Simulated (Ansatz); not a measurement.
# Memory against size: BH7C4N2O2F2 (P2_1/c) (144 atoms) repeated, support functions

The cell holds 144 atoms: 8 B, 56 H, 32 C, 16 N, 16 O and 16 F. Its edges and angles: a = 13.453 Å, b = 13.548 Å, c = 8.879 Å, α = 90.0°, β = 121.7°, γ = 90.0°. It derives from BH7C4N2O2F2 (P2_1/c), repeated 2×1×1. BH7C4N2O2F2, space group P2_1/c, structure from the Crystallography Open Database, 2 x 1 x 1 conventional cells; positions as listed; bonds to H set to neutron lengths (C-H 1.089, N-H 1.015, O-H 0.983, B-H 1.19 Å) where the listed ones are shorter.

Calculated with Ansatz 0.2.0: Kohn-Sham DFT, PBE+D4, PAW (set soft_2), localised support functions (medium); the typed cell is repeated and solved at Γ on 1 × NVIDIA GB200 with 32 threads of Arm Neoverse V2, shared host.

```
atoms  memory planned on the GPU (GiB)  repeats  SCF cycles
  144                              4.7    1×1×1          13
  288                              7.5    1×1×2          13
 1728                             28.8    2×2×3          14
 6480                                ?        ?           ?
```

Task: Fit a power law of the atom count to the rows given and extrapolate to the withheld row.

**Working.**

A power law y = A x^b is a line in u = ln x and v = ln y.

| u = ln x | v = ln y |
| --- | --- |
| 4.96981 | 1.54756 |
| 5.66296 | 2.01490 |
| 7.45472 | 3.36038 |

With n = 3: mean u = 6.02916, mean v = 2.30761, Σ(u − ū)² = 3.2885, Σ(u − ū)(v − v̄) = 2.4131. Slope b = 2.4131 / 3.2885 = 0.73380; intercept a = v̄ − b ū = -2.1166.

At the withheld row u = 8.776, v = a + b u = 4.324, and y = exp(v).

Prediction at 6480: 75.46 GiB. The run gave 136.8 GiB, so the fit is low by 61 GiB (45 % of the value).

The fitted exponent is 0.73. Between neighbouring rows, the withheld one included, the exponents are 0.67, 0.75 and 1.2, so one power law doesn't hold over the range. Among the rows given, the largest relative miss of the fit is at 288, by 0.18 GiB (2.4 %).

Limits: One run a row. Whether the card's size bounds the plan at the largest cells wasn't tested.

[Logs are printed without paths, hosts, clocks, repeated set-up lines and the standing remarks that a program may print on its own settings, such as how far it seeks lower states.]

[Hosts, paths, dates, database ids (printed as entryN), source tags and the programs' standing remarks are cut or masked in the printed files.]
